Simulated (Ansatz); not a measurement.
# Lattice dynamics of Y2C monolayer, part 3 of 3

Task: relax Y2C monolayer, then find its harmonic phonons.

Ansatz 0.2.0; DFT PBEsol, scalar-relativistic, plane waves, PAW.

So far. Step 4 (Relaxing to small forces for the phonons): The largest force component left is 0.018 meV/Å, within the tolerances set. Step 5 (Linear response at the zone centre): Before it was imposed, the acoustic sum rule was missed by 1.4e-4 eV/Å². Small misses are needed for a sound result but don't prove that mesh and cutoff are converged. The lowest optical mode is real, 135 cm⁻¹.

## 6. Phonons on a q mesh

Stability and thermal properties need the whole zone. Linear response on a 6×6×1 q mesh gives force constants as far as a supercell of that size would.

Contents of input.yaml:

```yaml
crystal:
  lattice:
    - [3.501497109, 0.0, 0.0]
    - [-1.7507485545, 3.0323854477, 0.0]
    - [0.0, 0.0, 28.6]
  atoms:
    - { symbol: C, position: [0.0, 0.0, 0.3496503497] }
    - { symbol: "Y", position: [0.3333333333, 0.6666666667, 0.3966000098] }
    - { symbol: "Y", position: [0.6666666667, 0.3333333333, 0.3027006896] }
  periodic: [true, true, false]
kpoints:
  mp_grid: { grid: [18, 18, 1] }
hamiltonian:
  xc: pbesol
scf:
  occupations: { method: methfessel_paxton, width: 0.15 }
output:
  eigenvalues: true
phonons:
  method: dfpt
  qmesh: [6, 6, 1]
  temperatures: { t_max: 1000, t_step: 50 }
  qpath:
    path:
      - [0.0, 0.0, 0.0]
      - [0.5, 0.0, 0.0]
      - [0.33333333, 0.33333333, 0.0]
      - [0.0, 0.0, 0.0]
    npoints: 10
```

Run with:

```sh
> ansatz run input.yaml --threads 8 --pin off --max-ram 14336MiB --backend cpu --events-out ev --progress --plain --runs-dir out
```

Numbers of over 12 decimals in the logs are rounded to 6 here.

What it wrote:

```text
[...]
Crystal: 3 atoms, lattice volume = 303.672 Å³
Basis set: ecut = 420 eV, 5885 PW (Γ), exchange–correlation on 48×48×384 points (8 copies of the dense FFT grid, shifted against one another)
Bands: 17, of which v1, the nominal top of the filled ones, is band 13 counted from 1 (12 counted from 0)
Symmetry: 12 space group operations
k-points: 37 of 324 (irreducible under 6 space group operations, time reversal used)
[...]
SCF iter   1: F=—  HF=-7836.723672 eV  |F-HF|=—  |Δ(HF+E_count)|=         —  Δρ=4.83e-3  dr2=1.44e-1  ethr=1.77e-3  ⟨swp⟩=9.3  Hψ=4603  notcnv=0
[...]
SCF iter  11: F=-7836.702733 eV  HF=-7836.702733 eV  |F-HF|=4.64e-11  |Δ(HF+E_count)|=  4.61e-10  S|Δr|=    0.00e0  Δρ=4.12e-8  dr2=6.58e-12  ethr=1.00e-12  ⟨swp⟩=11.7  Hψ=4657  notcnv=0
SCF 1 converged in 11 iterations: F = -7836.702733 eV  dr2 = 6.58e-12
[...]
phonons: the bands overlap, so this run is a metal and interpolates without the dipole-dipole term. If the crystal is really an insulator or semiconductor, its LO-TO splitting is missing
NSCF: frozen V_eff on 37 k-points
WARN: eigensolver did not converge in 3 slots of this pass, the one above among them; of largest residual over every band (k=35): 1 band(s) unlocked (lowest unlocked band 16, counted from 0; max residual 2.19e-5 eV among the unlocked bands, 2.19e-5 eV over every band); of lowest unlocked band (k=4): band 16
[...]
DFPT response loops at q = (0, 0, 0) (fractional): preconditioner auto → none (partly filled bands, converged f_vac=0.701); β = 0.50; Broyden in place of MSR1
[...]
SCF converged after 11 iterations
[...]
Free energy (F): -7836.702733 eV
[...]
Internal energy: -7836.705985 eV  (E = F + TS)
E sigma→0 (E₀):  -7836.703546 eV
Entropy (-TS):   0.003252 eV (1.084 meV/atom)
Fermi energy:    -3.918425 eV
[...]
--- Band table (eV; the first three rows and the last of 37) ---
  k-point 0: bands = [... 9 lower, -7.9838, -5.4675, -5.4675, -5.0012, -4.2185, -2.6570, -1.8481, -1.8481]
  k-point 1: bands = [... 9 lower, -7.9125, -5.6774, -5.4526, -4.8140, -4.2091, -2.6198, -2.0274, -1.7882]
  k-point 2: bands = [... 9 lower, -7.7082, -6.0080, -5.4138, -4.5499, -4.1724, -2.5641, -2.3947, -1.6154]
  k-point 36: bands = [... 9 lower, -6.3391, -6.3391, -5.6007, -3.2682, -3.2682, -3.2386, -2.1736, -0.4559]
--- Phonons (Γ-DFPT): 6 representative perturbations + reference (Σ response iterations 27) ---
  ASR residual: 1.281e-4 → 0.000e0 eV/Å²; symmetrization residual: 8.899e-7 eV/Å²
[...]
ASR residual per site (eV/Å²): 1.28e-4 2.84e-5 2.79e-5
  Γ frequencies (cm⁻¹): 0.00 0.00 0.00 135.04 135.04 211.46 261.92 414.88 414.88
--- Phonons (arbitrary-q DFPT): 7 irreducible q on the 6×6×1 mesh ---
  q = [0.0000, 0.0000, 0.0000] (star 1, of the zone-centre solve; hermiticity 2.22e-7, symmetrization 2.23e-13, taken by the last average 4.15e-8): -0.00 0.00 0.00 135.04 135.04 211.46 261.92 414.88 414.88
  q = [0.0000, 0.1667, 0.0000] (star 6, 9 solved perturbations on 171 of 324 k-point pairs; hermiticity 4.14e-7, symmetrization 5.39e-10, taken by the last average 1.15e-7): 30.11 60.89 91.67 139.14 147.92 204.62 337.24 406.24 422.68
[...]
q = [0.1667, 0.1667, 0.0000] (star 6, 6 solved perturbations in 1485 linear systems a pass and spin channel, the states on 324 of 324 k-point pairs; hermiticity 3.37e-7, symmetrization 4.47e-10, taken by the last average 8.09e-8): 71.11 103.02 125.56 145.35 161.36 201.99 377.85 413.26 452.61
[...]
sum rule: each row above includes the acoustic sum rule's correction from the zone centre's row sums; it moved no ω² by more than (1.70 cm⁻¹)²
  mesh force constants: q→R imaginary residual 1.38e-18; ASR residual 1.281e-4 → 0.000e0 eV/Å²; symmetrization residual 7.994e-15 eV/Å²
  interpolated dispersion: 31 rows × 9 modes
  density of states and harmonic sums: on the 24×24×1 q-mesh, interpolated from the force constants of a 6×6×1 supercell (no non-analytic term)
  largest difference from the sums on the solved wave vectors: F 2.68e-2 eV, S 3.36e-5 and C_V 6.73e-6 eV/K
  zero-point energy: 0.129790 eV/cell   skipped modes (ω ≤ 0): 3   left out of the sums: 5.79e-4 of the cell's modes: C_V's classical limit lies that fraction below 3 k_B per atom; for a crystal, a wire or a layer, F and S can be off by more, and a phonons.interpolated_qmesh denser along its periods is the remedy for the sampling
```

Elapsed: 14 min, on 8 threads of Arm Neoverse V1, shared host; peak memory 3.7 GiB; 1.8 h of CPU time.

Numbers from this step:

```yaml
sum_rule_residual_before_enforcement: 1.28e-4 eV/Å²
lowest_frequency_on_the_path: 0 cm⁻¹
highest_frequency_on_the_path_or_at_a_solved_wavevector: 502.9 cm⁻¹
mean_frequency: 232.7 cm⁻¹
lowest_mode_on_the_q_mesh_acoustic_modes_at_gamma_apart: 30.11 cm⁻¹
zero_point_energy_per_atom: 43.26 meV
heat_capacity_at_300_k: 21.95 J/(mol atoms K)
vibrational_entropy_at_300_k: 28.70 J/(mol atoms K)
edges_of_the_widest_gap_between_branches_on_path_and_mesh: 211.5, 261.9 cm⁻¹
```

Frequencies (cm⁻¹) solved at each irreducible wavevector; negative means imaginary. Frequencies by wavevector, by row:

```
q in reciprocal lattice units  star  mode 1  mode 2  mode 3  mode 4  mode 5  mode 6  mode 7  mode 8  mode 9
                        0 0 0     1       0       0       0     135     135   211.5   261.9   414.9   414.9
                   0 0.1667 0     6    30.1    60.9    91.7   139.1   147.9   204.6   337.2   406.2   422.7
                   0 0.3333 0     6      90   107.5   127.6   140.2   168.6   203.3   384.8   403.3   471.5
                     0 -0.5 0     3   121.9   132.7   136.5   143.5   188.6   202.4   385.1   403.7   502.9
              0.1667 0.1667 0     6    71.1     103   125.6   145.3   161.4     202   377.9   413.3   452.6
              0.1667 0.3333 0    12   119.8     133   139.3   153.4   176.2   199.1   390.1   423.4   485.9
              0.3333 0.3333 0     2   140.3     145     145   172.2   172.2   190.3   381.6   459.1   459.1
```

Interpolated from a 6×6×1 q mesh. The phonon branches at the labelled points (cm⁻¹):

```
  point  branch 1  branch 2  branch 3  branch 4  branch 5  branch 6  branch 7  branch 8  branch 9
      Γ         0         0         0       135       135       212       262       415       415
halfway        58        87       115       141       158       202       370       404       444
      M       122       133       136       144       189       202       385       404       503
halfway       130       136       142       152       182       198       389       424       490
      K       140       145       145       172       172       190       382       459       459
halfway        71       103       126       145       161       202       378       413       453
      Γ         0         0         0       135       135       212       262       415       415
```

The phonon branches as a text plot (rows in cm⁻¹):

```
    492 |               *************
    471 |             **             ****  *********
    451 |         ****                *******       **
    430 |     ****                 ***       *******  *****
    409 |**************************                 *************
    388 |           **********************************
    367 |         **                                  ***
    346 |       **                                       **
    325 |     **
    304 |   **                                             **
    283 | **                                                 ***
    262 |*                                                      *
    241 |
    220 |***                                                 ****
    199 |   *************************************************
    178 |             *************************
    157 |       ******            ******     **************
    136 |********************************************************
    115 |         ****************           ************
     94 |     **********                          ****   **
     73 |       **  **                              *********
     52 |   ****  **                                  ***  **
     31 | ********                                       **  ***
     10 |*****                                             ******
         Γ                   M           K                      Γ
```

The phonon density of states has structure finer than the step of the table below, so its rows give means over 20 cm⁻¹, whole bins alone (the curve runs from 2.5 to 502 cm⁻¹). Peaks (cm⁻¹: height): 142.5: 0.140, 202.5: 0.128, 387.5: 0.100, 407.5: 0.0651, 477.5: 0.0262.

Tetrahedra on a 24×24×1 mesh, mean over bins of 5 cm-1. Interpolated from a 6×6×1 q mesh. Table of phonon density of states by wavenumber; means over each step:

```
wavenumber (cm⁻¹)  phonon density of states (1/cm⁻¹/cell)
               20                                 0.00519
               40                                 0.00739
               60                                 0.00988
               80                                  0.0136
              100                                  0.0206
              120                                  0.0431
              140                                  0.0897
              160                                  0.0350
              180                                  0.0244
              200                                  0.0483
              220                                 0.00154
              240                                       0
              260                                  2.6e-4
              280                                  9.6e-4
              300                                 0.00126
              320                                 0.00176
              340                                 0.00266
              360                                 0.00477
              380                                  0.0302
              400                                  0.0300
              420                                  0.0288
              440                                  0.0124
              460                                 0.00915
              480                                  0.0192
```

The partial phonon density of states has structure finer than the step of the table below, so its rows give means over 20 cm⁻¹, whole bins alone (the curve runs from -10 to 527 cm⁻¹). Peaks (cm⁻¹: height): C 388.6: 0.0556, 408.8: 0.0486, 479.8: 0.0217; Y 138.6: 0.115, 202.8: 0.0786.

Phonopy on the run's constants, 19x19x1 mesh, Gaussian sigma 3.8 cm-1. Interpolated from a 6×6×1 q mesh. Table of partial phonon density of states by wavenumber; means over each step; values in 1/cm⁻¹/cell:

```
wavenumber (cm⁻¹)        C        Y
                0   9.8e-5  0.00142
               20   3.3e-4  0.00466
               40   4.7e-4  0.00680
               60   6.2e-4  0.00974
               80   7.2e-4   0.0129
              100   8.4e-4   0.0193
              120  0.00109   0.0427
              140   6.2e-4   0.0876
              160   3.1e-4   0.0357
              180   1.9e-4   0.0246
              200   2.8e-5   0.0469
              220   7.3e-7  0.00276
              240        0        0
              260   2.4e-4   1.9e-5
              280   7.8e-4   5.5e-5
              300  0.00139   1.1e-4
              320  0.00172   1.3e-4
              340  0.00241   1.8e-4
              360  0.00436   3.3e-4
              380   0.0272  0.00143
              400   0.0299  0.00128
              420   0.0279  0.00102
              440   0.0122   2.6e-4
              460  0.00923   1.4e-4
              480   0.0186   2.5e-4
              500  0.00871   1.0e-4
```

Harmonic thermodynamic functions per atom, from the density of states. Interpolated from a 6×6×1 q mesh. Thermodynamic functions, by row:

```
T (K)  F_vib (meV/atom)  S (J/mol-atom/K)  C_V (J/mol-atom/K)
    0             43.26                 0                   0
  100             39.68             9.135               12.64
  200             24.16              20.3                19.3
  300             -1.43              28.7               21.95
  400            -34.68              35.2               23.14
  500            -73.97             40.44               23.74
  600            -118.2              44.8               24.09
  700            -166.6             48.53               24.31
  800            -218.6             51.79               24.45
  900            -273.8             54.67               24.55
 1000            -331.9             57.26               24.62
```

Symmetry leaves 7 wavevectors to solve. The lowest mode among them, the acoustic zeros apart, lies at q = (0, 0.167, 0) and is real, 30.1 cm⁻¹.

## 7. Isotope substitution

An isotope changes the mass and not the force constants, so no new electronic calculation is needed; the shifts show which modes move this element.

The same force constants with the mass of C changed from 12.011 to 13.003 u (phonopy, no LO-TO term). Both lists are sorted by frequency; levels can cross, so a row need not hold one and the same mode. Modes under 3 cm⁻¹ are left out. Isotope shifts, by row:

```
         q  rank  natural mass (cm⁻¹)  changed mass (cm⁻¹)
     0 0 0     4                  135                  135
     0 0 0     5                  135                  135
     0 0 0     6                211.5                211.5
     0 0 0     7                261.9                252.4
     0 0 0     8                414.9                399.8
     0 0 0     9                414.9                399.8
0 0.1667 0     1                30.11                30.03
0 0.1667 0     2                60.89                60.75
0 0.1667 0     3                91.67                91.53
0 0.1667 0     4                139.1                139.1
0 0.1667 0     5                147.9                147.9
0 0.1667 0     6                204.6                204.6
0 0.1667 0     7                337.2                325.1
0 0.1667 0     8                406.2                391.3
0 0.1667 0     9                422.7                406.9
0 0.3333 0     1                89.97                89.75
0 0.3333 0     2                107.5                107.4
0 0.3333 0     3                127.6                127.5
0 0.3333 0     4                140.2                140.2
0 0.3333 0     5                168.6                168.5
0 0.3333 0     6                203.3                203.3
0 0.3333 0     7                384.8                370.7
0 0.3333 0     8                403.3                388.2
0 0.3333 0     9                471.5                453.4
  0 -0.5 0     1                121.9                121.7
  0 -0.5 0     2                132.7                132.7
  0 -0.5 0     3                136.5                136.4
  0 -0.5 0     4                143.5                143.5
  0 -0.5 0     5                188.6                188.5
  0 -0.5 0     6                202.4                202.4
  0 -0.5 0     7                385.1                370.5
  0 -0.5 0     8                403.7                388.4
  0 -0.5 0     9                502.9                483.5
```

A mode of this element alone would shift by -3.89 %. The highest zone-centre frequency without the field goes from 414.9 to 399.8 cm⁻¹ (-3.6 %). The product of the frequency ratios over all optical modes at Γ is 0.895; the product rule, (m/m′)^(3k/2) (M′/M)^(3/2) with k = 1 such atoms and M the mass of the cell, gives 0.895.

## 8. Summary of results

```json
{
 "space group after relaxation (within 0.01 Å)": "P-3m1",
 "area per atom": "3.54 Å²",
 "electronic character": "no gap on this mesh",
 "highest optical mode at the zone centre (no LO-TO term)": "415 cm⁻¹",
 "lowest optical zone-centre mode": "135 cm⁻¹",
 "lowest mode on the q mesh (acoustic modes at Γ apart)": "30.1 cm⁻¹",
 "highest frequency on the path or at a solved wavevector": "503 cm⁻¹",
 "zero-point energy per atom": "43.3 meV",
 "heat capacity at 300 K": "22.0 J/(mol atoms K)",
 "vibrational entropy at 300 K": "28.7 J/(mol atoms K)",
 "imaginary modes on the 6×6×1 q mesh": "none"
}
```

In words: The structure is a minimum as far as tested: no mode is imaginary at the 7 irreducible wavevectors of the 6×6×1 mesh, and the softest away from the acoustic zeros lies at 30 cm⁻¹. The optical modes at Γ span 135 to 415 cm⁻¹. The highest mode in this list at Γ, 414.9 cm⁻¹, is mostly motion of C (94 % of the kinetic energy). On the path and the mesh, the widest gap between branches runs from 212 to 262 cm⁻¹. With no gap, or one that is small against the smearing, the frequencies hang on the k mesh and the smearing, most of all near Kohn anomalies. In a sheet or slab the interpolated bending branch near Γ is rough, since the rotational sum rule isn't imposed. A phonon run warned that its eigensolver left some bands unconverged in a pass. The starting cell was built on a prototype and not taken from a measurement. These are harmonic frequencies at zero temperature: anharmonic shifts, linewidths and thermal expansion are left out.

[Logs are printed without paths, hosts, clocks, repeated set-up lines and the standing remarks that a program may print on its own settings, such as how far it seeks lower states.]

[Hosts, paths, dates, database ids (printed as entryN), source tags and the programs' standing remarks are cut or masked in the printed files.]
